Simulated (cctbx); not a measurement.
**LiSnN4O12 with cctbx, script by script**

Library: cctbx 2025.11. The data are simulated by the first script.

## 1. Simulate the data

run.py:

```python
from cctbx import adptbx, crystal, miller, sgtbx, xray
from cctbx.array_family import flex
from iotbx.shelx import hklf
from scitbx import matrix
import scitbx.random

cs = crystal.symmetry(unit_cell=(12.099, 8.431, 10.355, 90, 118.77, 90), space_group_symbol='Hall: -C 2yc')  # C2/c
atoms = [  # label, site, U (iso, or U11 U22 U33 U12 U13 U23 in A^2), occupancy
    ("Sn1", (0.75, 0.75, 0), 0.0072, 1),
    ("O1", (0.7754, 0.4345, 0.6612), 0.0143, 1),
    ("O2", (0.4534, 0.2537, 0.0688), 0.0108, 1),
    ("O3", (0.9255, 0.6042, 0.8499), 0.0146, 1),
    ("O4", (0.0345, 0.8706, 0.9058), 0.0109, 1),
    ("O5", (0.7136, 0.4197, 0.3286), 0.0135, 1),
    ("O6", (0.6366, 0.1421, 0.0706), 0.0140, 1),
    ("N1", (0.815, 0.4937, 0.8106), 0.0132, 1),
    ("N2", (0.0062, 0.7351, 0.9756), 0.0122, 1),
    ("Li1", (0.5, 0.5014, 0.25), 0.0165, 1),
]
xs = xray.structure(crystal_symmetry=cs)
for label, site, u, occ in atoms:
    u = adptbx.u_cif_as_u_star(cs.unit_cell(), u) if isinstance(u, tuple) else u
    xs.add_scatterer(xray.scatterer(label, site=site, u=u, occupancy=occ))
xs.set_inelastic_form_factors(1.54184, "sasaki")
xs.show_summary()
p1 = xs.expand_to_p1()
ms = miller.build_set(p1, anomalous_flag=True, d_min=0.83)
flex.set_random_seed(828552)
scitbx.random.set_random_seed(828552)
ms = ms.select(flex.random_double(ms.size()) < 0.5)
i = ms.structure_factors_from_scatterers(p1, algorithm="direct").f_calc().as_intensity_array().data()
i = i * 5000 / flex.max(i)
sig = flex.sqrt(i + flex.pow2(0.015 * i) + 2 ** 2)
noise = scitbx.random.variate(scitbx.random.normal_distribution())(i.size())
data = ms.array(data=i + sig * noise, sigmas=sig).set_observation_type_xray_intensity()
with open("data.hkl", "w") as f:
    data.export_as_shelx_hklf(f)
print("reflections written:", data.size(), " <I/sigma> = %.1f" % flex.mean(data.data() / data.sigmas()))
for h, a, b in list(data.sort("data"))[:12]:
    print("%4d%4d%4d %9.1f %7.1f" % (h + (a, b)))
```

```console
$ python run.py
```

```text
Number of scatterers: 10
At special positions: 2
Unit cell: (12.099, 8.431, 10.355, 90, 118.77, 90)
Space group: C 1 2/c 1 (No. 15)
reflections written: 3414  <I/sigma> = 5.8
   0   2   2    5044.3   103.1
   1   3  -3    4244.4    89.0
   4   0   0    3370.3    75.8
   3   1  -1    2817.5    67.3
  -4  -2  -2    2528.3    61.6
  -4   2  -2    2480.1    61.6
   4  -2   2    2427.0    61.6
  -1   5   1    2202.8    57.1
  -1  -5   1    2173.1    57.1
   1  -1   1    2163.8    55.0
   1  -5  -1    2159.1    57.1
  -3  -1   3    2084.4    54.2
```

It took 0.2 s on 1 thread of Arm Neoverse V2, on a shared host, peak memory 0.07 GiB.

## 2. Refinement (right model, isotropic)

run.py:

```python
import math
from cctbx import adptbx, crystal, maptbx, sgtbx, xray
from cctbx.array_family import flex
from cctbx.xray import observations
from iotbx.shelx import hklf
from scitbx.lstbx import normal_eqns_solving
from smtbx import absolute_structure, utils
from smtbx.refinement import constraints, least_squares

cs = crystal.symmetry(unit_cell=(12.099, 8.431, 10.355, 90, 118.77, 90), space_group_symbol='Hall: -C 2yc')  # C2/c
atoms = [  # label, site, U (iso, or U11 U22 U33 U12 U13 U23 in A^2), occupancy
    ("Sn1", (0.75, 0.75, 0), 0.0200, 1),
    ("O1", (0.7801, 0.4344, 0.671), 0.0200, 1),
    ("O2", (0.4474, 0.2564, 0.0692), 0.0200, 1),
    ("O3", (0.9173, 0.599, 0.8416), 0.0200, 1),
    ("O4", (0.0322, 0.8687, 0.9056), 0.0200, 1),
    ("O5", (0.7162, 0.4272, 0.332), 0.0200, 1),
    ("O6", (0.6369, 0.1366, 0.0762), 0.0200, 1),
    ("N1", (0.8224, 0.5013, 0.8125), 0.0200, 1),
    ("N2", (0.0098, 0.7279, 0.9917), 0.0200, 1),
    ("Li1", (0.5, 0.5098, 0.25), 0.0200, 1),
]
xs = xray.structure(crystal_symmetry=cs)
for label, site, u, occ in atoms:
    u = adptbx.u_cif_as_u_star(cs.unit_cell(), u) if isinstance(u, tuple) else u
    xs.add_scatterer(xray.scatterer(label, site=site, u=u, occupancy=occ))
xs.set_inelastic_form_factors(1.54184, "sasaki")
raw = hklf.reader(file_name="data.hkl").as_miller_arrays(crystal_symmetry=cs, anomalous=True)[0]
merged = raw.eliminate_sys_absent().merge_equivalents()
fo2 = merged.array().set_observation_type_xray_intensity()
print("Rint %.3f, %d unique reflections to %.2f A" % (merged.r_int(), fo2.size(), fo2.d_min()))
for sc in xs.scatterers():
    sc.flags.set_grad_site(True)
    sc.flags.set_grad_u_aniso(sc.flags.use_u_aniso())
    sc.flags.set_grad_u_iso(sc.flags.use_u_iso())
obs = fo2.as_xray_observations()
extra = {}
rep = constraints.reparametrisation(xs, [], utils.connectivity_table(xs), **extra)
ls = least_squares.crystallographic_ls(obs, rep, weighting_scheme=least_squares.mainstream_shelx_weighting(a=0, b=0))
print("cycle     R1     wR2    GooF  max shift (A)")
for cycle in range(8):
    ls.build_up()
    r1, wr2, goof = ls.r1_factor(cutoff_factor=2)[0], ls.wR2(), ls.goof()
    old = xs.sites_cart()
    normal_eqns_solving.levenberg_marquardt_iterations(ls, n_max_iterations=3, tau=1e-06, step_threshold=1e-7)
    big = flex.max((xs.sites_cart() - old).norms())
    print("%4d %7.4f %7.4f %7.3f %9.5f" % (cycle + 1, r1, wr2, goof, big))
    ls.build_up(objective_only=True)
    if abs(ls.wR2() - wr2) < 5e-5 and big < 5e-4:
        break
ls.build_up()
print("final R1 %.4f wR2 %.4f GooF %.3f  parameters %d  data/parameter %.1f" % (ls.r1_factor(cutoff_factor=2)[0], ls.wR2(), ls.goof(), ls.n_parameters, fo2.size() / ls.n_parameters))
cov = ls.covariance_matrix_and_annotations()
su = dict(zip(cov.annotations, (math.sqrt(max(v, 0)) for v in cov.matrix.matrix_packed_u_diagonal())))
a2 = cs.unit_cell().reciprocal_parameters()[0] ** -2
print("atom        x        y        z      Ueq    occ   su(xyz)  su(Uiso or U11)")
for sc in xs.scatterers():
    s = max(su.get(sc.label + k, 0) for k in (".x", ".y", ".z"))
    npd = "" if sc.is_positive_definite_u(cs.unit_cell()) else "  NPD"
    print("%-5s %8.5f %8.5f %8.5f %8.4f %6.3f %8.5f %7.4f%s" % ((sc.label,) + sc.site + (sc.u_iso_or_equiv(cs.unit_cell()), sc.occupancy, s, su.get(sc.label + ".uiso", su.get(sc.label + ".u11", 0) * a2), npd)))
fo = fo2.f_sq_as_f()
fc = fo.structure_factors_from_scatterers(xs, algorithm="direct").f_calc()
diff = fo.f_obs_minus_f_calc(1 / math.sqrt(ls.scale_factor()), fc).average_bijvoet_mates()
m = diff.fft_map(symmetry_flags=maptbx.use_space_group_symmetry, resolution_factor=0.25).apply_volume_scaling()
print("difference map: max %.2f min %.2f rms %.2f" % (m.statistics().max(), m.statistics().min(), m.statistics().sigma()))
peaks = m.peak_search(parameters=maptbx.peak_search_parameters(min_distance_sym_equiv=0.6, max_clusters=6)).all()
near = xs.closest_distances(peaks.sites(), distance_cutoff=4)
sps = cs.special_position_settings(min_distance_sym_equiv=0.5)
for k, (x, h) in enumerate(zip(peaks.sites(), peaks.heights())):
    ss = sps.site_symmetry(x)
    print("Q%-3d %7.4f %7.4f %7.4f %4d %7.2f  %.2f A from %s" % ((k + 1,) + tuple(t % 1 for t in ss.exact_site()) + (ss.multiplicity(), h, near.smallest_distances[k], xs.scatterers()[near.i_seqs[k]].label)))
```

```console
$ python run.py
```

```text
Rint 0.029, 775 unique reflections to 0.83 A
cycle     R1     wR2    GooF  max shift (A)
   1  0.1222  0.2548   5.726   0.15825
   2  0.0192  0.0436   0.979   0.00008
final R1 0.0192 wR2 0.0436 GooF 0.979  parameters 35  data/parameter 22.1
atom        x        y        z      Ueq    occ   su(xyz)  su(Uiso or U11)
Sn1    0.75000  0.75000  0.00000   0.0073  1.000  0.00000  0.0001
O1     0.77572  0.43463  0.66152   0.0152  1.000  0.00030  0.0006
O2     0.45394  0.25379  0.06930   0.0107  1.000  0.00031  0.0005
O3     0.92607  0.60450  0.85063   0.0142  1.000  0.00030  0.0005
O4     0.03476  0.87031  0.90568   0.0102  1.000  0.00029  0.0005
O5     0.71395  0.41958  0.32834   0.0138  1.000  0.00030  0.0006
O6     0.63690  0.14211  0.07070   0.0142  1.000  0.00031  0.0005
N1     0.81481  0.49389  0.80992   0.0133  1.000  0.00036  0.0006
N2     0.00679  0.73504  0.97622   0.0127  1.000  0.00038  0.0006
Li1    0.50000  0.50182  0.25000   0.0173  1.000  0.00109  0.0019
difference map: max 0.56 min -0.52 rms 0.13
Q1    0.1518  0.4105  0.0652    8    0.58  1.41 A from N1
Q2    0.1643  0.2043  0.4631    8    0.51  1.52 A from O4
Q3    0.1427  0.4371  0.5065    8    0.51  0.97 A from O6
Q4    0.0000  0.2169  0.2500    4    0.48  1.63 A from O4
Q5    0.0584  0.3360  0.2514    8    0.47  1.26 A from O3
Q6    0.0212  0.4172  0.2051    8    0.47  1.06 A from O3
```

Time: 0.33 s.

## 3. Refinement (right model, anisotropic)

run.py, as its changes from the last script of this kind:

```diff
@@ -12,10 +12,10 @@
-    ("Sn1", (0.75, 0.75, 0), 0.0200, 1),
-    ("O1", (0.7801, 0.4344, 0.671), 0.0200, 1),
-    ("O2", (0.4474, 0.2564, 0.0692), 0.0200, 1),
-    ("O3", (0.9173, 0.599, 0.8416), 0.0200, 1),
-    ("O4", (0.0322, 0.8687, 0.9056), 0.0200, 1),
-    ("O5", (0.7162, 0.4272, 0.332), 0.0200, 1),
-    ("O6", (0.6369, 0.1366, 0.0762), 0.0200, 1),
-    ("N1", (0.8224, 0.5013, 0.8125), 0.0200, 1),
-    ("N2", (0.0098, 0.7279, 0.9917), 0.0200, 1),
-    ("Li1", (0.5, 0.5098, 0.25), 0.0200, 1),
+    ("Sn1", (0.75, 0.75, 0), 0.0073, 1),
+    ("O1", (0.77572, 0.43463, 0.66152), 0.0152, 1),
+    ("O2", (0.45394, 0.25379, 0.0693), 0.0107, 1),
+    ("O3", (0.92607, 0.6045, 0.85063), 0.0142, 1),
+    ("O4", (0.03476, 0.87031, 0.90568), 0.0102, 1),
+    ("O5", (0.71395, 0.41958, 0.32834), 0.0138, 1),
+    ("O6", (0.6369, 0.14211, 0.0707), 0.0142, 1),
+    ("N1", (0.81481, 0.49389, 0.80992), 0.0133, 1),
+    ("N2", (0.00679, 0.73504, 0.97622), 0.0127, 1),
+    ("Li1", (0.5, 0.50182, 0.25), 0.0173, 1),
@@ -27,0 +28 @@
+xs.convert_to_anisotropic()
```

```console
$ python run.py
```

```text
Rint 0.029, 775 unique reflections to 0.83 A
cycle     R1     wR2    GooF  max shift (A)
   1  0.0192  0.0436   1.012   0.00195
   2  0.0185  0.0421   0.977   0.00001
final R1 0.0185 wR2 0.0421 GooF 0.977  parameters 83  data/parameter 9.3
atom        x        y        z      Ueq    occ   su(xyz)  su(Uiso or U11)
Sn1    0.75000  0.75000  0.00000   0.0073  1.000  0.00000  0.0002
O1     0.77574  0.43472  0.66149   0.0151  1.000  0.00031  0.0014
O2     0.45394  0.25381  0.06931   0.0107  1.000  0.00031  0.0011
O3     0.92616  0.60456  0.85066   0.0141  1.000  0.00030  0.0014
O4     0.03477  0.87028  0.90572   0.0104  1.000  0.00029  0.0013
O5     0.71397  0.41958  0.32828   0.0140  1.000  0.00029  0.0014
O6     0.63693  0.14215  0.07067   0.0144  1.000  0.00031  0.0013
N1     0.81463  0.49392  0.80986   0.0134  1.000  0.00036  0.0017
N2     0.00676  0.73500  0.97636   0.0128  1.000  0.00039  0.0014
Li1    0.50000  0.50183  0.25000   0.0170  1.000  0.00107  0.0046
difference map: max 0.55 min -0.50 rms 0.13
Q1    0.1529  0.4112  0.0652    8    0.57  1.41 A from N1
Q2    0.0032  0.0389  0.1340    8    0.52  0.89 A from O4
Q3    0.1430  0.4365  0.5059    8    0.50  0.97 A from O6
Q4    0.1252  0.2898  0.8478    8    0.50  1.61 A from O2
Q5    0.0256  0.4092  0.2021    8    0.50  0.98 A from O3
Q6    0.1665  0.2039  0.4592    8    0.49  1.55 A from O4
```

Time: 0.34 s.

## 4. Refinement

run.py, as its changes from the last script of this kind:

```diff
@@ -21 +20,0 @@
-    ("Li1", (0.5, 0.50182, 0.25), 0.0173, 1),
@@ -42 +41 @@
-for cycle in range(8):
+for cycle in range(12):
```

```console
$ python run.py
```

```text
Rint 0.029, 775 unique reflections to 0.83 A
cycle     R1     wR2    GooF  max shift (A)
   1  0.0355  0.0776   1.798   0.00670
   2  0.0353  0.0756   1.750   0.00003
final R1 0.0353 wR2 0.0756 GooF 1.750  parameters 78  data/parameter 9.9
atom        x        y        z      Ueq    occ   su(xyz)  su(Uiso or U11)
Sn1    0.75000  0.75000  0.00000   0.0070  1.000  0.00000  0.0003
O1     0.77560  0.43433  0.66140   0.0145  1.000  0.00055  0.0025
O2     0.45428  0.25434  0.06931   0.0107  1.000  0.00055  0.0020
O3     0.92578  0.60445  0.85067   0.0137  1.000  0.00054  0.0024
O4     0.03494  0.87023  0.90617   0.0104  1.000  0.00051  0.0023
O5     0.71388  0.41988  0.32808   0.0138  1.000  0.00052  0.0025
O6     0.63678  0.14213  0.07061   0.0146  1.000  0.00055  0.0023
N1     0.81489  0.49381  0.80938   0.0154  1.000  0.00067  0.0031
N2     0.00674  0.73582  0.97630   0.0133  1.000  0.00071  0.0025
difference map: max 5.17 min -0.70 rms 0.21
Q1    0.0000  0.0026  0.2500    4    5.40  1.81 A from O4
Q2    0.9943  0.0400  0.1254    8    0.74  0.83 A from O4
Q3    0.2142  0.0419  0.2023    8    0.63  1.04 A from O1
Q4    0.2402  0.2975  0.0233    8    0.55  0.51 A from Sn1
Q5    0.0374  0.0923  0.6955    8    0.54  1.77 A from O2
Q6    0.1256  0.0461  0.8026    8    0.52  1.01 A from O5
```

Time: 0.34 s.

This run holds a fault made on purpose: atom left out: Li1.

## 5. Refinement

run.py, as its changes from the last script of this kind:

```diff
@@ -20,0 +21 @@
+    ("Li1", (0.5, 0.50182, 0.25), 0.0173, 1),
@@ -26 +27 @@
-xs.set_inelastic_form_factors(1.54184, "sasaki")
+xs.set_inelastic_form_factors(0.71073, "sasaki")
```

```console
$ python run.py
```

```text
Rint 0.029, 775 unique reflections to 0.83 A
cycle     R1     wR2    GooF  max shift (A)
   1  0.0247  0.0555   1.289   0.00364
   2  0.0196  0.0439   1.021   0.00022
final R1 0.0196 wR2 0.0439 GooF 1.021  parameters 83  data/parameter 9.3
atom        x        y        z      Ueq    occ   su(xyz)  su(Uiso or U11)
Sn1    0.75000  0.75000  0.00000   0.0059  1.000  0.00000  0.0002
O1     0.77566  0.43474  0.66144   0.0168  1.000  0.00032  0.0015
O2     0.45391  0.25391  0.06923   0.0124  1.000  0.00033  0.0012
O3     0.92627  0.60436  0.85083   0.0154  1.000  0.00032  0.0014
O4     0.03473  0.87038  0.90565   0.0115  1.000  0.00030  0.0013
O5     0.71381  0.41931  0.32817   0.0157  1.000  0.00031  0.0014
O6     0.63700  0.14211  0.07072   0.0157  1.000  0.00033  0.0014
N1     0.81469  0.49387  0.80992   0.0147  1.000  0.00038  0.0018
N2     0.00670  0.73478  0.97631   0.0145  1.000  0.00041  0.0015
Li1    0.50000  0.50136  0.25000   0.0187  1.000  0.00112  0.0048
difference map: max 0.56 min -0.51 rms 0.13
Q1    0.0221  0.4141  0.2029    8    0.57  1.03 A from O3
Q2    0.0054  0.0365  0.1358    8    0.55  0.91 A from O4
Q3    0.1543  0.4167  0.0641    8    0.51  1.39 A from N1
Q4    0.1259  0.2892  0.8497    8    0.49  1.59 A from Sn1
Q5    0.1640  0.2036  0.4610    8    0.46  1.52 A from O4
Q6    0.1805  0.3519  0.1358    8    0.45  1.28 A from O5
```

Time: 0.35 s.

This run holds a fault made on purpose: dispersion terms of the wrong wavelength.

## 6. Refinement

run.py, as its changes from the last script of this kind:

```diff
@@ -21 +20,0 @@
-    ("Li1", (0.5, 0.50182, 0.25), 0.0173, 1),
@@ -27 +26 @@
-xs.set_inelastic_form_factors(0.71073, "sasaki")
+xs.set_inelastic_form_factors(1.54184, "sasaki")
```

```console
$ python run.py
```

```text
Rint 0.029, 775 unique reflections to 0.83 A
cycle     R1     wR2    GooF  max shift (A)
   1  0.0355  0.0776   1.798   0.00670
   2  0.0353  0.0756   1.750   0.00003
final R1 0.0353 wR2 0.0756 GooF 1.750  parameters 78  data/parameter 9.9
atom        x        y        z      Ueq    occ   su(xyz)  su(Uiso or U11)
Sn1    0.75000  0.75000  0.00000   0.0070  1.000  0.00000  0.0003
O1     0.77560  0.43433  0.66140   0.0145  1.000  0.00055  0.0025
O2     0.45428  0.25434  0.06931   0.0107  1.000  0.00055  0.0020
O3     0.92578  0.60445  0.85067   0.0137  1.000  0.00054  0.0024
O4     0.03494  0.87023  0.90617   0.0104  1.000  0.00051  0.0023
O5     0.71388  0.41988  0.32808   0.0138  1.000  0.00052  0.0025
O6     0.63678  0.14213  0.07061   0.0146  1.000  0.00055  0.0023
N1     0.81489  0.49381  0.80938   0.0154  1.000  0.00067  0.0031
N2     0.00674  0.73582  0.97630   0.0133  1.000  0.00071  0.0025
difference map: max 5.17 min -0.70 rms 0.21
Q1    0.0000  0.0026  0.2500    4    5.40  1.81 A from O4
Q2    0.9943  0.0400  0.1254    8    0.74  0.83 A from O4
Q3    0.2142  0.0419  0.2023    8    0.63  1.04 A from O1
Q4    0.2402  0.2975  0.0233    8    0.55  0.51 A from Sn1
Q5    0.0374  0.0923  0.6955    8    0.54  1.77 A from O2
Q6    0.1256  0.0461  0.8026    8    0.52  1.01 A from O5
```

Run time: 0.33 s on 1 thread of Arm Neoverse V2 (shared host), peak memory 0.09 GiB.

This run holds a fault made on purpose: atom left out: Li1.

[Logs are printed without paths, hosts, clocks, repeated set-up lines and the standing remarks that a program may print on its own settings, such as how far it seeks lower states.]
